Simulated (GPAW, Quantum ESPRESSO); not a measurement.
# Al K ELNES/XANES of ScAl (Pm-3m) from DFT, part 4 of 4

Do two independent programs agree on the Al K edge of ScAl (Pm-3m)? The same cell and functional are run with XSpectra and with GPAW.

Quantum ESPRESSO 7.5 and GPAW 26.7.0; core-hole supercells, plane-wave PAW LDA.

So far. Step 10 (The field without a hole (GPAW)): The mesh shows no gap, so the system is treated as a metal and the core electron is put at the Fermi level (neutral cell). Step 11 (Spectrum without a core hole, Al atom 2 (GPAW)): Main maxima below 24 eV (height): 1.0 eV (1.18), 6.8 eV (2.15), 10.3 eV (1.35), 12.4 eV (1.30) and 22.2 eV (1.23). 

## Step 13: Spectrum with XCH, Al atom 2 (GPAW)

Level of this step: X-ray absorption from dipole matrix elements to empty bands, plane-wave PAW LDA (GPAW).

The holes are 5.8 Å apart. The excited electron is kept in the cell, where it fills the lowest empty states and screens the hole. After the field has converged, empty bands are computed with the density fixed and the dipole matrix elements are summed.

File xas.py:

```python
import numpy as np
from ase import Atoms
from ase.parallel import parprint, paropen
from gpaw import GPAW, PW, FermiDirac, Mixer, MixerDif, setup_paths
from gpaw.test import gen
setup_paths.insert(0, '.')
gen('Al', name='fch1s', xcname='LDA', corehole=(1, 0, 1), write_xml=True)
from gpaw.mpi import world
world.barrier()

atoms = Atoms('Sc4Al4',
    cell=[[3.37034897, 3.37034897, 3.37034897],
     [-3.37034897, 3.37034897, -3.37034897],
     [-3.37034897, -3.37034897, 3.37034897]],
    scaled_positions=[[0.5, 0, 0],
     [0.5, 0.5, 0.5],
     [0, 0, 0.5],
     [0, 0.5, 0],
     [0, 0, 0],
     [0, 0.5, 0.5],
     [0.5, 0, 0.5],
     [0.5, 0.5, 0]],
    pbc=True)
atoms.calc = calc = GPAW(legacy_gpaw=True, mode=PW(500, force_complex_dtype=True), xc='LDA', setups={4: 'fch1s'},
    kpts={'size': (5, 5, 5), 'gamma': True}, occupations=FermiDirac(0.1),
    charge=-1, mixer=Mixer(0.1, 5, 50), maxiter=150,
    convergence={'density': 0.0001, 'eigenstates': 1e-6}, txt='scf.txt')
energy = atoms.get_potential_energy() + calc.get_reference_energy()
ef = calc.get_fermi_level()
out = dict(energy=energy, fermi=ef, forces=atoms.get_forces().tolist())
parprint(f'all-electron energy {energy:.4f} eV, Fermi level {ef:.4f} eV')
ev = np.array([[calc.get_eigenvalues(k, s) for k in range(len(calc.get_ibz_k_points()))] for s in range(calc.get_number_of_spins())])
out['homo'], out['lumo'], out['counts'] = ev[ev < ef].max(), ev[ev > ef].min(), sorted(set((ev < ef).sum((0, 2)).tolist()))
out['filled'] = (ev[:, 0] < ef).sum(1).tolist()

from ase.units import Ha
from gpaw.xas import dipole_matrix_elements
nb = int(calc.get_number_of_electrons() / 2) + 114
top, nb = nb, nb + 8 + nb // 12
nscf = calc.fixed_density(kpts={'size': (7, 7, 7), 'gamma': True}, nbands=nb,
    convergence={'bands': top, 'eigenstates': 5e-3}, maxiter=60, txt='nscf.txt')
cell = atoms.cell.array
ops = [cell.T @ U.T @ np.linalg.inv(cell.T) for U in nscf.wfs.kd.symmetry.op_scc]
E = np.arange(-6, 34, 0.1)
fwhm = np.interp(E, [4, 25], [0.9, 3.5])
Y, X, zero, highest = 0, 0, 1e9, 1e9
for spin in range(nscf.get_number_of_spins()):
    wfs = nscf.wfs
    mine = wfs.bd.get_slice()  # this rank's bands
    A = dipole_matrix_elements(wfs.setups[4])
    eps = np.zeros((wfs.kd.nibzkpts, nb))
    d = np.zeros((3, A.shape[1], wfs.kd.nibzkpts, nb), complex)
    for kpt in wfs.kpt_u:
        if kpt.s == spin and 4 in kpt.P_ani:
            eps[kpt.k, mine] = kpt.eps_n * Ha
            d[:, :, kpt.k, mine] = (kpt.weight * wfs.nspins / 2) ** 0.5 * np.inner(A, kpt.P_ani[4])
    world.sum(eps)
    world.sum(d)
    T = np.einsum('amkn,bmkn->abkn', d, d.conj()).real
    T = sum(np.einsum('ai,ijkn,bj->abkn', R, T, R) for R in ops) / len(ops)
    empty = eps > ef
    zero, highest = min(zero, eps[empty].min()), min(highest, eps[:, top - 1].min())
    lines = [(eps, T, empty)] if spin == 0 else lines + [(eps, T, empty)]
for eps, T, empty in lines:
    f = np.einsum('aakn->akn', T).reshape(3, -1)
    x = eps.ravel() - zero
    w = np.interp(x, E, fwhm) / 2.35482
    g = np.exp(-0.5 * ((E[:, None] - x) / w) ** 2) / (w * (2 * np.pi) ** 0.5)
    Y = Y + (f * empty.ravel()) @ g.T
    X = X + (f * ~empty.ravel()) @ g.T
out.update(E=E.round(2).tolist(), xas=Y.tolist(), xes=X.tolist(), zero=zero, valid=highest - zero, nk=len(eps), nb=nb)
for i in range(0, len(E), 10):
    parprint(f'{E[i]:7.2f}', *(f'{v:10.3e}' for v in Y[:, i]))
import json
with paropen('out.json', 'w') as f:
    json.dump(out, f)
```

Launch:

```console
> OMP_NUM_THREADS=1 mpirun -n 4 gpaw python xas.py
```

Numbers of over 12 decimals in the logs are rounded to 6 here.

The log of the run:

```text
Input parameters:
  charge: -1
  convergence: {density: 0.0001,
                eigenstates: 1e-06}
  kpts: {gamma: True,
         size: (5, 5, 5)}
  maxiter: 150
  mixer: {backend: pulay,
          beta: 0.1,
          method: separate,
          nmaxold: 5,
          weight: 50}
  mode: {ecut: 500.0,
         force_complex_dtype: True,
         name: pw}
  occupations: {fixmagmom: False,
                name: fermi-dirac,
                width: 0.1}
  setups: {4: fch1s}

Initialize ...

[... PAW data sets ...]

Reference energy: -107707.159427  # eV

Spin-paired calculation

[... convergence settings ...]
Symmetries present (total): 48
  [... symmetry matrices ...]

125 k-points: 5 x 5 x 5 Monkhorst-Pack grid
10 k-points in the irreducible part of the Brillouin zone
       k-points in crystal coordinates                weights
   0:     0.00000000    0.00000000    0.00000000          1/125
   1:     0.20000000    0.00000000    0.00000000         12/125
   2:     0.20000000    0.20000000   -0.20000000          6/125
   3:     0.40000000    0.00000000   -0.20000000         24/125
   4:     0.40000000    0.00000000    0.00000000         12/125
   5:     0.40000000    0.20000000   -0.20000000         24/125
   6:     0.40000000    0.20000000    0.20000000          8/125
   7:     0.40000000    0.40000000   -0.40000000          6/125
   8:     0.40000000    0.40000000    0.20000000         24/125
   9:     0.40000000    0.40000000    0.40000000          8/125

Wave functions: Plane wave expansion
  Cutoff energy: 500.000 eV
  Number of coefficients (min, max): 3876, 3925
  Pulay-stress correction: 0.000000 eV/Ang^3 (de/decut=0.000000)
  Using FFTW library
  Wavefunction extrapolation:
    Improved wavefunction reuse through dual PAW basis

Occupation numbers: Fermi-Dirac:
  width: 0.1000  # eV

Eigensolver
   Davidson(niter=2)

Densities:
  Coarse grid: 32*32*32 grid
  Fine grid: 64*64*64 grid
  Total Charge: 0.000000

Density mixing:
  Method: separate
  Backend: pulay
  Linear mixing parameter: 0.1
  old densities: 5
  Width of damping distribution: 1.1
  Damping of long wavelength oscillations: 50

[... Hamiltonian set-up ...]
Number of atoms: 8
Number of atomic orbitals: 68
Number of bands in calculation: 39
Number of valence electrons: 57
Bands to converge: occupied

... initialized

Initializing position-dependent things.

Density initialized from atomic densities
Creating initial wave functions:
  39 bands from LCAO basis set

                Al
              Sc      Sc
                   Al
           Sc
        Al      Al
              Sc

Atomic positions and initial magnetic moments

Positions:
   0 Sc     1.685174    1.685174    1.685174    ( 0.0000,  0.0000,  0.0000)
   1 Sc    -1.685174    1.685174    1.685174    ( 0.0000,  0.0000,  0.0000)
   2 Sc    -1.685174   -1.685174    1.685174    ( 0.0000,  0.0000,  0.0000)
   3 Sc    -1.685174    1.685174   -1.685174    ( 0.0000,  0.0000,  0.0000)
   4 Al     0.000000    0.000000    0.000000    ( 0.0000,  0.0000,  0.0000)
   5 Al    -3.370349    0.000000    0.000000    ( 0.0000,  0.0000,  0.0000)
   6 Al     0.000000    0.000000    3.370349    ( 0.0000,  0.0000,  0.0000)
   7 Al     0.000000    3.370349    0.000000    ( 0.0000,  0.0000,  0.0000)

Unit cell:
           periodic     x           y           z      points  spacing
  1. axis:    yes    3.370349    3.370349    3.370349    32     0.1489
  2. axis:    yes   -3.370349    3.370349   -3.370349    32     0.1489
  3. axis:    yes   -3.370349   -3.370349    3.370349    32     0.1489

  Lengths:   5.837616   5.837616   5.837616
  Angles:  109.471221 109.471221 109.471221

Effective grid spacing dv^(1/3) = 0.1672

iter:   1   -53.057132
iter:   2   -52.246979   +0.08  -1.16
iter:   3   -51.003040   +0.13  -1.23
iter:   4   -51.141081   -0.46  -1.50
iter:   5   -51.187160   -0.87  -1.52
iter:   6   -51.219041   -0.90  -1.55
iter:   7   -51.227095   -1.36  -2.33
iter:   8   -51.322676   -1.35  -2.32
iter:   9   -51.210484   -1.80  -2.17
iter:  10   -51.205168   -1.70  -2.49
iter:  11   -51.236501   -1.72  -2.62
iter:  12   -51.205361   -2.14  -2.44
iter:  13   -51.205855   -2.87  -3.09
iter:  14   -51.205828c  -3.37  -3.26
iter:  15   -51.205397c  -3.47  -3.39
iter:  16   -51.205582c  -3.82  -3.58
iter:  17   -51.205493c  -3.92  -3.74
iter:  18   -51.205606c  -4.04  -3.90
iter:  19   -51.205539c  -4.18  -4.30c
iter:  20   -51.205571c  -4.26  -4.36c
iter:  21   -51.205586c  -4.38  -4.84c
iter:  22   -51.205582c  -4.55  -5.02c
iter:  23   -51.205573c  -4.68  -5.15c
iter:  24   -51.205584c  -4.72  -4.94c
iter:  25   -51.205585c  -4.86  -5.65c
[...]
iter:  29   -51.205585c  -5.55  -5.81c
iter:  30   -51.205583c  -5.73  -5.68c
iter:  31   -51.205584c  -5.83  -5.95c
iter:  32   -51.205584c  -6.10c -6.24c

Converged after 32 iterations.

Dipole moment: (-0.000000, -0.000000, 0.000000) |e|*Ang

Energy contributions relative to reference atoms: (reference = -107707.159427)

Kinetic:        +21.677653
Potential:      -16.374142
External:        +0.000000
XC:             -57.108998
Entropy (-ST):   -0.162996
Local:           +0.681401
SIC:             +0.000000
--------------------------
Free energy:    -51.287082
Extrapolated:   -51.205584

Showing only first 2 kpts
 Kpt  Band  Eigenvalues  Occupancy
  0    26      5.96437    1.99986
  0    27      5.96437    1.99986
  0    28      5.96437    1.99986
  0    29      6.13018    1.99926

  1    26      5.95364    1.99987
  1    27      6.12074    1.99933
  1    28      6.53587    1.95804
[...]
Fermi level: 6.92017

No gap
No difference between direct/indirect transitions

Forces in eV/Ang:
  0 Sc    0.00000    0.00000   -0.00000
  1 Sc   -0.00000    0.00000    0.00000
  2 Sc   -0.00000    0.00000    0.00000
  3 Sc   -0.00000    0.00000   -0.00000
  4 Al    0.00000    0.00000    0.00000
  5 Al   -0.00000    0.00000    0.00000
  6 Al    0.00000    0.00000    0.00000
  7 Al   -0.00000   -0.00000   -0.00000
Scalar-relativistic atomic LDA calculation for Al (Aluminium, Z=13)
Core hole in 1s state (1s occupation: 1.0)
450 radial gridpoints.
|------------------------------------------------|
|------------------------------------------------|
[... the atom generator's iteration count ...]

Energy contributions:
-------------------------
Kinetic:     +183.893595
XC:           -14.209497
Potential:   -353.628519
-------------------------
Total:       -183.944421

state      eigenvalue         ekin         rmax
-----------------------------------------------
1s^1.0 :   -60.362648    82.057235        0.077
2s^2.0 :    -5.188665    12.296859        0.473
2p^6.0 :    -3.893101    12.072890        0.390
3s^2.0 :    -0.683483     1.740987        1.779
3p^1.0 :    -0.437761     1.323330        2.009
-----------------------------------------------
(units: Bohr and Hartree)

Generating PAW setup
Kinetic energy of the core from tauc = 179.402319
Cutoffs:
rc(s)=2.050
rc(p)=2.050
rc(d)=2.050
rc(vbar)=1.845
rc(comp)=2.050
rc(nct)=2.050

Kinetic energy of the core states: 179.088292
Charge: 1.0
Core electrons: 9.0
Valence electrons: 3.0
Pseudo-core charge: 0.169630
Shape function alpha=2.380
Pseudo-electron charge 3.431685
state    eigenvalue         norm
--------------------------------
3s(2) :    -0.683483     1.126964
*s    :     0.316517
3p(1) :    -0.437761     1.008127
*p    :     0.562239
*d    :     0.000000
--------------------------------

Diagonalizing with gridspacing h=0.050

state   all-electron     PAW
-------------------------------
3s:      -0.683483    -0.683641
3p:      -0.437761    -0.437937
*d:                   -0.137096
*f:                   -0.021062
-------------------------------
all-electron energy -107758.3650 eV, Fermi level 6.9202 eV
[...]
31.00  5.396e-06  5.396e-06  5.396e-06
  32.00  5.627e-06  5.627e-06  5.627e-06
  33.00  6.069e-06  6.069e-06  6.069e-06
```

Run time: 74 s. Hardware: 4 MPI ranks of AMD EPYC 7R32 (Zen 2), shared host; peak memory 0.36 GiB.

The Al K spectrum, Al atom 2, excited-electron core hole (neutral cell) (energy from the lowest empty level; intensity scaled to a mean of 1 over the first 20 eV):

```
E (eV)  intensity
  -2.0       0.00
  -1.5       0.00
  -1.0       0.00
  -0.5       0.10
   0.0       0.65
   0.5       1.34
   1.0       1.21
   1.5       0.59
   2.0       0.32
   2.5       0.45
   3.0       0.92
   3.5       1.35
   4.0       1.44
   4.5       1.53
   5.0       1.92
   5.5       2.30
   6.0       2.18
   6.5       1.55
   7.0       0.97
   7.5       0.72
   8.0       0.74
   8.5       0.90
   9.0       1.06
   9.5       1.16
  10.0       1.18
  10.5       1.16
  11.0       1.11
  11.5       1.02
  12.0       0.91
  12.5       0.85
  13.0       0.83
  13.5       0.83
  14.0       0.79
  14.5       0.72
  15.0       0.64
  15.5       0.57
  16.0       0.52
  16.5       0.51
  17.0       0.54
  17.5       0.61
  18.0       0.71
  18.5       0.83
  19.0       0.96
  19.5       1.08
  20.0       1.18
  20.5       1.22
  21.0       1.22
  21.5       1.17
  22.0       1.11
  22.5       1.06
  23.0       1.02
  23.5       0.99
  24.0       0.98
  24.5       0.98
  25.0       0.99
  25.5       1.00
  26.0       1.00
  26.5       1.01
  27.0       1.01
  27.5       1.01
  28.0       1.00
  28.5       0.97
  29.0       0.93
  29.5       0.89
  30.0       0.84
  30.5       0.81
  31.0       0.79
  31.5       0.80
  32.0       0.83
```

Main maxima below 24 eV (height): 0.7 eV (1.40), 5.7 eV (2.33), 10.0 eV (1.18) and 20.7 eV (1.22). 

The total-energy difference is 1563.16 eV. With the free-atom term of -13.88 eV for this edge, the photon energy is 1549.28 eV.

## Step 14: The two programs side by side

The line shapes differ (Lorentzian half width 0.4 eV up to 4 eV, rising linearly to 1.75 eV at 25 eV (not a setting of the program: the run's 0.4 eV curve was folded afterwards with a further Lorentzian above 4 eV), against Gaussian full width 0.9 eV up to 4 eV, rising linearly to 3.5 eV at 25 eV), so both get a further Gaussian of 1.5 eV full width before they are compared; the Lorentzian tails remain.

```
E (eV)  XSpectra  GPAW
 -2.00      0.10  0.00
 -1.25      0.17  0.06
 -0.50      0.38  0.33
  0.25      0.71  0.81
  1.00      0.82  0.92
  1.75      0.71  0.64
  2.50      0.78  0.66
  3.25      1.09  1.06
  4.00      1.40  1.43
  4.75      1.63  1.77
  5.50      1.74  2.00
  6.25      1.54  1.73
  7.00      1.18  1.16
  7.75      0.98  0.86
  8.50      0.99  0.92
  9.25      1.06  1.07
 10.00      1.09  1.14
 10.75      1.06  1.11
 11.50      0.99  1.01
 12.25      0.92  0.90
 13.00      0.86  0.84
 13.75      0.82  0.79
 14.50      0.78  0.71
 15.25      0.72  0.62
 16.00      0.69  0.55
 16.75      0.70  0.55
 17.50      0.76  0.63
 18.25      0.84  0.78
 19.00      0.95  0.95
 19.75      1.05  1.10
 20.50      1.10  1.18
 21.25      1.09  1.18
 22.00      1.05  1.11
 22.75      1.02  1.05
 23.50      1.00  1.00
 24.25      0.99  0.99
 25.00      0.99  0.99
 25.75      0.99  1.00
 26.50      0.99  1.01
 27.25      0.98  1.01
 28.00      0.96  0.99
 28.75      0.93  0.95
 29.50      0.88  0.89
 30.25      0.84  0.83
 31.00      0.83  0.81
 31.75      0.83  0.82
```

```
                                                                          XSpectra        GPAW
                                                k mesh of the spectrum       6×6×6       7×7×7
                                                           cutoff (eV)         680         500
highest intensity below 16 eV after the common broadening, eV (height)  5.5 (1.74)  5.5 (2.00)
                                    zero, corrected photon energy (eV)      1549.4      1549.3
                                    core time, hole field and spectrum     9.2 min     4.9 min
```

## Step 15: What the core hole does

XSpectra's curves. Both curves are counted from their own zero, so only the shift of weight within the empty states shows.

```
E (eV)  no hole   XCH
  -2.0     0.05  0.07
  -1.0     0.09  0.13
   0.0     0.35  0.61
   1.0     0.92  0.96
   2.0     0.47  0.51
   3.0     0.50  0.93
   4.0     0.86  1.34
   5.0     0.96  1.73
   6.0     1.29  1.99
   7.0     1.90  1.02
   8.0     1.24  0.88
   9.0     0.90  1.13
  10.0     1.42  1.21
  11.0     1.15  1.12
  12.0     1.45  0.93
  13.0     1.21  0.83
  14.0     1.12  0.94
  15.0     1.21  0.70
  16.0     0.82  0.52
  17.0     0.64  0.62
  18.0     0.68  0.71
  19.0     0.71  0.98
  20.0     0.91  1.31
  21.0     1.44  1.50
  22.0     1.19  1.00
  23.0     1.47  1.11
  24.0     1.17  1.04
  25.0     1.12  1.08
  26.0     1.44  1.21
  27.0     1.65  1.13
  28.0     1.27  1.05
  29.0     1.23  1.15
  30.0     1.39  0.72
  31.0     1.06  0.78
  32.0     0.92  0.94
```

With each curve scaled to its own mean, the area from −2 to 6 eV with the hole is 7.3 against 4.8, and the centre of weight from −1 to 20 eV moves by -0.7 eV: the hole pulls the absorber's empty states down.

## Step 16: Summary of results

| Property | Result |
| --- | --- |
| absorber and edge | Al K, atom 2 of the ground-state input (counted from 1) |
| surroundings | 8 Sc at 2.92 Å and 6 Al at 3.37 Å (cube and octahedron, as in bcc, site symmetry m-3m) |
| highest intensity below 16 eV (XSpectra, narrow line) | 5.8 eV above the zero, height 2.04 |
| photon energy of the zero, with the added terms | 1549.4 eV (raw 1563.3 eV; LDA puts this hole about 7 eV below PBE, itself good to a few eV) |

**Reading.** The two programs agree closely: 10 % r.m.s. remains over the first 14 eV after a relative shift of 0.0 eV, and their photon-energy zeros differ by 0.2 eV. In XSpectra the Al K edge of atom 2, with 8 Sc at 2.92 Å and 6 Al at 3.37 Å (cube and octahedron, as in bcc, site symmetry m-3m), has its highest intensity of the first 16 eV at 5.8 eV above the zero, near 1555 eV in photon energy (LDA puts this hole about 7 eV below PBE, itself good to a few eV), 2.0 times the mean level of the first 20 eV (Lorentzian half width 0.4 eV). In XSpectra: With each curve scaled to its own mean, the area from −2 to 6 eV with the hole is 7.3 against 4.8, and the centre of weight from −1 to 20 eV moves by -0.7 eV: the hole pulls the absorber's empty states down. In GPAW: With each curve scaled to its own mean, the area from −2 to 6 eV with the hole is 7.6 against 4.8, and the centre of weight from −1 to 20 eV moves by -0.8 eV: the hole pulls the absorber's empty states down. 3 further runs of this session are left out of this account as redundant. The holes are only 5.8 Å apart, so the shape is probably not converged with cell size; no larger cell was run here. Lifetime broadening is put in by hand, and intensities beyond about 20 eV depend on it and on the partial waves. The structure is a computed Materials Project entry and may be a hypothetical form.

[Banner, clock and machine lines of the logs are left out without a mark of their own.]

[Logs are printed without paths, hosts, clocks, repeated set-up lines and the standing remarks that a program may print on its own settings, such as how far it seeks lower states.]

[Hosts, paths, dates, database ids (printed as entryN), source tags and the programs' standing remarks are cut or masked in the printed files.]

[Lists of maxima count a maximum above −3 eV only where it reaches 4 % of the highest in the window and stands out from its surroundings by 2 % of it (1.5 % where it reaches 55 %); shoulders and weaker maxima are passed over, and of the rest the first, up to two pre-edge ones and the few strongest are named.]
